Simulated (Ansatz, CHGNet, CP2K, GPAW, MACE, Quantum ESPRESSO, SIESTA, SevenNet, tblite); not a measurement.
# SIESTA on random rutile alloy of IrO2 and SiO2 (96 atoms): settings against a plane-wave reference

How do the settings of SIESTA change the result for random rutile alloy of IrO2 and SiO2 (96 atoms)? A plane-wave run serves as the yardstick.

Method: the method is named at each step, in SIESTA 5.4.2.

## Step 1: The starting structure

The cell holds 96 atoms: 16 Si, 64 O and 16 Ir. Cell: a = 8.677 Å, b = 8.677 Å, c = 11.638 Å, α = 90.0°, β = 90.0°, γ = 90.0°. It derives from IrO2 (rutile), repeated 2×2×4. Rutile IrO2, 2 x 2 x 4 conventional cells, 16 of 32 Ir sites given to Si at random (x = 0.500), lattice by Vegard's rule (cell 4.338, 4.338, 2.909, 90, 90, 90); every coordinate displaced by a Gaussian of 0.07 Å. Then every atom was moved at random, 0.03 Å r.m.s. a Cartesian component.

The yardstick, on the same geometry:

```
method                 : Kohn-Sham DFT, PBE, PAW, plane waves (Ansatz 0.2.0); cutoff 420 eV, Γ point, fermi-dirac smearing of 0.05 eV; PAW set soft_2
r.m.s. force component : 3.937 eV/Å
longest force          : 17.92 eV/Å
pressure               : 35.03 GPa
SCF cycles             : 14
time                   : 8.9 s on 8 threads of Arm Neoverse V2, shared host
CPU time               : 65 s
```

## Step 2: PBE, DZP, shift 0.01 Ry, mesh 500 Ry

Method: Kohn-Sham DFT, PBE, PseudoDojo 0.4.1 norm-conserving pseudopotentials (converted to PSML), numerical atomic orbitals (DZP), diagonalisation.

The .psml files are PseudoDojo norm-conserving potentials that we converted to this format, checked against plane waves on the same files for H, C, O, Si, Ge and Ca alone.

input.fdf reads:

```
SystemLabel cell
NumberOfAtoms 96
NumberOfSpecies 3
%block ChemicalSpeciesLabel
  1 14 Si
  2 8 O
  3 77 Ir
%endblock ChemicalSpeciesLabel
LatticeConstant 1.0 Ang
%block LatticeVectors
  8.67700 0.00000 0.00000
  0.00000 8.67700 0.00000
  0.00000 0.00000 11.63800
%endblock LatticeVectors
PAO.BasisSize DZP
PAO.EnergyShift 0.01 Ry
XC.Functional GGA
XC.Authors PBE
MeshCutoff 500 Ry
%block kgrid_Monkhorst_Pack
  1 0 0 0.0
  0 1 0 0.0
  0 0 1 0.0
%endblock kgrid_Monkhorst_Pack
SolutionMethod diagon
OccupationFunction FD
ElectronicTemperature 580 K
SCF.Mixer.Method Pulay
SCF.Mixer.Weight 0.05
SCF.Mixer.History 8
SCF.Mix Hamiltonian
MaxSCFIterations 300
SCF.DM.Tolerance 1e-04
SCF.H.Tolerance 1.0e-3 eV
WriteForces T
Write.HirshfeldPop T
Write.VoronoiPop T
Write.DM F
Write.H F
XML.Write F
AtomicCoordinatesFormat Fractional
%block AtomicCoordinatesAndAtomicSpecies
  0.01742 0.01099 0.00359 1
  0.24768 0.24184 0.12526 1
  0.14278 0.14045 0.98668 2
  0.33844 0.35651 0.01146 2
  0.10986 0.41512 0.13291 2
  0.40971 0.10020 0.12907 2
  0.99583 0.00065 0.25595 3
  0.25912 0.24060 0.36626 3
  0.15283 0.14961 0.25628 2
  0.33470 0.33990 0.24504 2
  0.08776 0.39473 0.36870 2
  0.40860 0.09455 0.38106 2
  0.98513 0.99558 0.50355 3
  0.25777 0.23772 0.63238 3
  0.13655 0.13669 0.50957 2
  0.34424 0.36646 0.51192 2
  0.08530 0.41199 0.61870 2
  0.40058 0.09494 0.61201 2
  0.01129 0.00965 0.75262 1
  0.25873 0.22992 0.87296 3
  0.14881 0.15078 0.75154 2
  0.34266 0.35133 0.75335 2
  0.10822 0.38536 0.87137 2
  0.40538 0.08018 0.88119 2
  0.99853 0.48656 0.00656 1
  0.26588 0.73075 0.11655 1
  0.16182 0.66739 0.00196 2
  0.35097 0.84164 0.00144 2
  0.08831 0.90709 0.11896 2
  0.41905 0.59568 0.12468 2
  0.01700 0.49900 0.24866 1
  0.25298 0.75029 0.38697 1
  0.14003 0.64734 0.25266 2
  0.36041 0.85489 0.24865 2
  0.10307 0.89932 0.37174 2
  0.39391 0.58368 0.37589 2
  0.98992 0.48973 0.50116 3
  0.25536 0.75803 0.61865 3
  0.14833 0.64142 0.50492 2
  0.34958 0.85564 0.49221 2
  0.11433 0.90680 0.62790 2
  0.41834 0.59601 0.63132 2
  0.00799 0.50406 0.74960 3
  0.24693 0.75098 0.86901 1
  0.14838 0.66789 0.74651 2
  0.33627 0.84283 0.75100 2
  0.09900 0.88534 0.85900 2
  0.41053 0.59674 0.88859 2
  0.50217 0.99431 0.99912 1
  0.75381 0.25680 0.13279 3
  0.65233 0.13856 0.99849 2
  0.84221 0.35241 0.98810 2
  0.58930 0.40430 0.12074 2
  0.90191 0.09805 0.12312 2
  0.51181 0.99710 0.24633 1
  0.74797 0.26200 0.37443 3
[... 36 atom lines left out ...]
  0.64263 0.64652 0.76036 2
  0.84252 0.84793 0.74914 2
  0.61521 0.91320 0.89068 2
  0.91195 0.59612 0.88276 2
%endblock AtomicCoordinatesAndAtomicSpecies
```

Started as:

```
$ OMP_NUM_THREADS=1 mpirun -np 4 siesta < input.fdf > output.txt
```

Log:

```text
Version         : 5.4.2
reinit: System Name:
reinit: System Label: cell
initatom: Reading input for the pseudopotentials and atomic orbitals ----------
Species number:   1 Atomic number:   14 Label: Si
Species number:   2 Atomic number:    8 Label: O
Species number:   3 Atomic number:   77 Label: Ir
Ground state valence configuration (from tables):   3s02  3p02  3d00  4f00
Ground state valence configuration (from tables):   2s02  2p04  3d00  4f00
Ground state valence configuration (from tables):   6s02  6p00  5d07  5f00
---- Processing specs for species: Si
GGA--PBE XC_GGA_X_PBE--XC_GGA_C_PBE pb
---- Processing specs for species: O
GGA--PBE XC_GGA_X_PBE--XC_GGA_C_PBE pb
---- Processing specs for species: Ir
GGA--PBE XC_GGA_X_PBE--XC_GGA_C_PBE pb
Semicore shell(s) with  8 electrons included in the valence for Ir
Semicore shell(s): 5s 5p
Fallback to non-perturbative polarization scheme for Ir
Please see the manual if this is not desired in principle
Si pseudopotential only contains V_ls up to l=2 -- lmxkb reset.
O pseudopotential only contains V_ls up to l=2 -- lmxkb reset.
Using PAO.SplitTailNorm
%block ChemicalSpeciesLabel
    1   14 Si                      # Species index, atomic number, species label
    2    8 O                       # Species index, atomic number, species label
    3   77 Ir                      # Species index, atomic number, species label
%endblock ChemicalSpeciesLabel
%block PAO.Basis                 # Define Basis set
Si                    2                    # Species label, number of l-shells
 n=3   0   2                         # n, l, Nzeta
   5.392      3.847
   1.000      1.000
 n=3   1   2 P   1                   # n, l, Nzeta, Polarization, NzetaPol
   6.844      4.952
[...]
O                     2                    # Species label, number of l-shells
 n=2   0   2                         # n, l, Nzeta
[...]
n=2   1   2 P   1                   # n, l, Nzeta, Polarization, NzetaPol
[...]
Ir                    5                    # Species label, number of l-shells
 n=5   0   1                         # n, l, Nzeta
   2.552
   1.000
 n=6   0   2                         # n, l, Nzeta
[...]
n=5   1   1                         # n, l, Nzeta
   3.009
   1.000
 n=6   1   1                         # n, l, Nzeta
   5.960
   1.000
 n=5   2   2                         # n, l, Nzeta
   4.830      3.273
   1.000      1.000
%endblock PAO.Basis
coor:   Atomic-coordinates input format  =     Fractional
siesta: System type = bulk
initatomlists: Number of atoms, orbitals, and projectors:     96  1344  1632
siesta: ******************** Simulation parameters ****************************
Total number of electrons:   720.000000
Total ionic charge:   720.000000
 Kpoints in:            1 . Kpoints trimmed:            1
siesta: k-grid: Number of k-points = 1
siesta: k-points from Monkhorst-Pack grid
siesta: k-cutoff (effective) =     4.338 Ang
siesta: k-point supercell and displacements
siesta: k-grid:     1     0     0      0.000
siesta: k-grid:     0     1     0      0.000
siesta: k-grid:     0     0     1      0.000
                     ====================================
                        Single-point calculation
                     ====================================
outcell: Unit cell vectors (Ang):
        8.677000    0.000000    0.000000
        0.000000    8.677000    0.000000
        0.000000    0.000000   11.638000
outcell: Cell vector modules (Ang)   :    8.677000    8.677000   11.638000
outcell: Cell angles (23,13,12) (deg):     90.0000     90.0000     90.0000
outcell: Cell volume (Ang**3)        :    876.2288
Gamma-point calculation with interaction between periodic images
Gamma-point calculation with interaction between periodic images
Some features might not work optimally:
Some features might not work optimally:
e.g. DM initialization from atomic data
e.g. DM initialization from atomic data
new_DM -- step:     1
Initializing Density Matrix...
Attempting to read DM from file... Failed...
DM filled with atomic data:
InitMesh: MESH = 120 x 120 x 160 = 2304000
InitMesh: Mesh cutoff (required, used) =   500.000   522.378 Ry
stepf: Fermi-Dirac step function
        iscf     Eharris(eV)        E_KS(eV)     FreeEng(eV)     dDmax    Ef(eV) dHmax(eV)
   scf:    1   -79397.236594   -80254.705945   -80255.047790  1.513632 -0.614687 44.312235
   scf:    2   -80434.293819   -80449.078712   -80449.339542  1.580163 -1.206650 49.591478
   scf:    3   -80528.370992   -80539.846577   -80540.080661  1.353775 -1.513455 26.564381
[...]
scf:   26   -80692.848502   -80692.848495   -80693.105395  0.000064 -3.280849  0.001187
   scf:   27   -80692.848507   -80692.848502   -80693.105396  0.000036 -3.280718  0.000637
SCF Convergence by DM+H criterion
max |DM_out - DM_in|         :     0.0000362563
max |H_out - H_in|      (eV) :     0.0006367682
SCF cycle converged after 27 iterations
Using DM_out to compute the final energy and forces
siesta: E_KS(eV) =           -80692.8485
siesta: E_KS - E_eggbox =    -80692.8485
siesta: Atomic forces (eV/Ang):
     1   -5.323223   -4.322762   -0.617937
     2    1.378705    0.307549   -0.425084
     3    1.315337    1.088307    6.018969
[...]
95   -4.169236    2.190425   -3.454472
    96    0.996121   -0.754542    1.565713
----------------------------------------
   Tot   -0.012275   -0.044518    0.046129
----------------------------------------
   Max   17.461323
   Res    4.146194    sqrt( Sum f_i^2 / 3N )
----------------------------------------
   Max   17.461323    constrained
Stress tensor Voigt[x,y,z,yz,xz,xy] (kbar):     -348.97     -351.17     -519.00       21.05      -10.82      -26.52
(Free)E + p*V (eV/cell)   -80470.8560
Target enthalpy (eV/cell)   -80693.1054
siesta: Program's energy decomposition (eV):
siesta: Ebs     =    -15580.123683
siesta: Eions   =    111758.457754
siesta: Ena     =     15223.560678
siesta: Ekin    =     34708.555934
siesta: Enl     =     -1892.022660
siesta: DEna    =       565.406104
siesta: DUscf   =        60.594859
siesta: Ex      =    -16454.086320
siesta: Ec      =     -1146.399343
siesta: Exc     =    -17600.485663
siesta: Eharris =    -80692.848507
siesta: Etot    =    -80692.848502
siesta: FreeEng =    -80693.105396
siesta: Final energy (eV):
siesta:  Band Struct. =  -15580.123683
siesta:       Kinetic =   34708.555934
siesta:       Hartree =   22493.119301
siesta:         Exch. =  -16454.086320
siesta:         Corr. =   -1146.399343
siesta:   Exch.-corr. =  -17600.485663
siesta:  Ion-electron =  -79469.951828
siesta:       Ion-ion =  -40824.086245
siesta:         Total =  -80692.848502
siesta:         Fermi =      -3.280718
siesta: Stress tensor (static) (eV/Ang**3):
siesta:    -0.217810   -0.016553   -0.006751
siesta:    -0.016553   -0.219183    0.013137
siesta:    -0.006751    0.013137   -0.323936
siesta: Cell volume =        876.228849 Ang**3
siesta: Pressure (static):
siesta:                Solid            Molecule  Units
siesta:           0.00276252          0.00118975  Ry/Bohr**3
siesta:           0.25364312          0.10923794  eV/Ang**3
siesta:         406.38107333        175.01847129  kBar
    Orbital volume contribution        =          32.472012 eV
    (Free)E + p_basis*V_orbitals       =      -80660.633383 eV
    (Free)Eharris+ p_basis*V_orbitals  =      -80660.633389 eV
Hirshfeld Atomic Populations:
Atom #   charge [q] valence [e]  Species
     1     0.305818    3.694182  Si
     2     0.303490    3.696510  Si
     3    -0.189984    6.189984  O
     4    -0.253230    6.253230  O
     5    -0.172640    6.172640  O
[...]
7     0.567666   16.432334  Ir
     8     0.563530   16.436470  Ir
[...]
13     0.629647   16.370353  Ir
[...]
19     0.266598    3.733402  Si
[...]
--------------------
 Total    -0.000024
Voronoi Atomic Populations:
Atom #   charge [q] valence [e]  Species
[...]
85     0.685778   16.314222  Ir
    86     0.410544    3.589456  Si
[...]
91     0.382425    3.617575  Si
    92     0.690385   16.309615  Ir
[...]
95    -0.209206    6.209206  O
    96    -0.267915    6.267915  O
--------------------
 Total    -0.000024
```

Wall time 2.3 min (4 MPI ranks of Arm Neoverse V2, shared host); peak memory 2.4 GiB.

Banners, paths, timers and routine set-up lines are dropped from the logs unmarked, and long logs keep their key lines alone; longer cuts are marked.

Numbers from this run, and their distance from the reference:

| Quantity | Value |
| --- | --- |
| r.m.s. force component | 4.146 eV/Å |
| r.m.s. difference of force components | 256.9 meV/Å |
| longest difference of force vectors | 1175 meV/Å |
| force difference over r.m.s. force | 6.526 % |
| slope of forces against the reference's | 1.052 |
| correlation of force components | 0.9993 |
| pressure | 40.64 GPa |
| pressure difference | 5.606 GPa |

This run lies far from the reference in pressure at the same functional.

Length of the force difference by element (eV/Å):

| element | atoms | mean | most |
| --- | --- | --- | --- |
| Ir | 16 | 0.42 | 0.81 |
| O | 64 | 0.41 | 1.2 |
| Si | 16 | 0.32 | 0.54 |

A closer look about O29, which has 2 bonded neighbours where the commonest count for O is 3: 9 atoms, nearest first, numbered in the order of the input, with positions taken from that point.

| atom | x | y | z | distance (Å) | bonds | Hirshfeld charge (e) | Fx | Fy | Fz (eV/Å) |
| --- | --- | --- | --- | --- | --- | --- | --- | --- | --- |
| O29 | 0.00 | 0.00 | 0.00 | 0.00 | 2 | -0.25 | 2.17 | -1.50 | -1.08 |
| Si1 | -0.62 | 0.90 | -1.34 | 1.73 | 6 | 0.31 | -5.32 | -4.32 | -0.62 |
| Ir7 | -0.80 | 0.81 | 1.59 | 1.96 | 6 | 0.57 | 0.03 | 0.01 | -3.97 |
| Si26 | 1.54 | -1.53 | -0.03 | 2.17 | 5 | 0.35 | -0.81 | 2.93 | 2.12 |
| O54 | -1.62 | 1.66 | 0.05 | 2.32 | 3 | -0.23 | 1.04 | -0.48 | -2.13 |
| O76 | -2.05 | -0.46 | -1.42 | 2.53 | 3 | -0.23 | 1.94 | 1.31 | 4.44 |
| O27 | 0.64 | -2.08 | -1.36 | 2.57 | 3 | -0.20 | -1.38 | -2.56 | -0.88 |
| O3 | 0.47 | 2.02 | -1.54 | 2.59 | 3 | -0.19 | 1.32 | 1.09 | 6.02 |
| O9 | 0.56 | 2.10 | 1.60 | 2.70 | 3 | -0.20 | -1.27 | -0.74 | -7.38 |

Forces lie 6.5 % from the reference's, at 8.3 times its CPU time (on 4 against 8 cores).

## Step 3: PBE, SZ, shift 0.01 Ry, mesh 500 Ry

Method: Kohn-Sham DFT, PBE, PseudoDojo 0.4.1 norm-conserving pseudopotentials (converted to PSML), numerical atomic orbitals (SZ), diagonalisation.

input.fdf, as its differences from that of step 2:

```diff
@@ -14,3 +14,3 @@
 %endblock LatticeVectors
-PAO.BasisSize DZP
+PAO.BasisSize SZ
 PAO.EnergyShift 0.01 Ry
```

Started as:

```
$ OMP_NUM_THREADS=1 siesta < input.fdf > output.txt
```

Log:

```text
Version         : 5.4.2
reinit: System Name:
reinit: System Label: cell
initatom: Reading input for the pseudopotentials and atomic orbitals ----------
Species number:   1 Atomic number:   14 Label: Si
Species number:   2 Atomic number:    8 Label: O
Species number:   3 Atomic number:   77 Label: Ir
Ground state valence configuration (from tables):   3s02  3p02  3d00  4f00
[... lines left out ...]
SCF Convergence by DM+H criterion
[... lines left out ...]
SCF cycle converged after 27 iterations
[... lines left out ...]
   Max   21.647656
[... lines left out ...]
   Max   21.647656    constrained
Stress tensor Voigt[x,y,z,yz,xz,xy] (kbar):     -435.80     -424.46     -673.25       26.57      -18.16      -31.11
[... lines left out ...]
siesta: FreeEng =    -80541.108670
[... lines left out ...]
siesta:         Fermi =      -1.870513
[... lines left out ...]
siesta:         511.16868692        253.57500950  kBar
[... lines left out ...]
    (Free)Eharris+ p_basis*V_orbitals  =      -80524.497601 eV
Hirshfeld Atomic Populations:
Atom #   charge [q] valence [e]  Species
     1     0.471874    3.528126  Si
     2     0.448515    3.551485  Si
     3    -0.254364    6.254364  O
     4    -0.323394    6.323394  O
     5    -0.250300    6.250300  O
[...]
7     0.689381   16.310619  Ir
     8     0.687440   16.312560  Ir
[...]
13     0.752970   16.247030  Ir
[...]
19     0.440117    3.559883  Si
[...]
--------------------
 Total    -0.000059
Voronoi Atomic Populations:
Atom #   charge [q] valence [e]  Species
[...]
85     0.598819   16.401181  Ir
    86     0.496055    3.503945  Si
[...]
91     0.486078    3.513922  Si
    92     0.628378   16.371622  Ir
[...]
95    -0.231143    6.231143  O
    96    -0.248444    6.248444  O
--------------------
 Total    -0.000059
```

Run time: 2.4 min. Hardware: 1 thread; peak memory 0.84 GiB.

Against the reference:

```yaml
r_m_s_force_component: 4.894 eV/Å
r_m_s_difference_of_force_components: 1528 meV/Å
longest_difference_of_force_vectors: 7221 meV/Å
force_difference_over_r_m_s_force: 38.82 %
slope_of_forces_against_the_reference_s: 1.197
correlation_of_force_components: 0.9632
pressure: 51.12 GPa
pressure_difference: 16.09 GPa
```

This is a coarse setting, run to see what it loses.

Against the first run (6.5 %), the force difference from the reference is 39 %, at 0.26 times the CPU time (on 1 against 4 cores), with 480 basis functions against 1344: the smaller basis costs accuracy.

(Continued in part 2 of 2.)

[Also dropped from logs without a mark: logging warnings of Python, and SIESTA's first energy breakdown and zero terms.]

[Logs are printed without paths, hosts, clocks, repeated set-up lines and the standing remarks that a program may print on its own settings, such as how far it seeks lower states.]

[Hosts, paths, dates, database ids (printed as entryN), source tags and the programs' standing remarks are cut or masked in the printed files.]
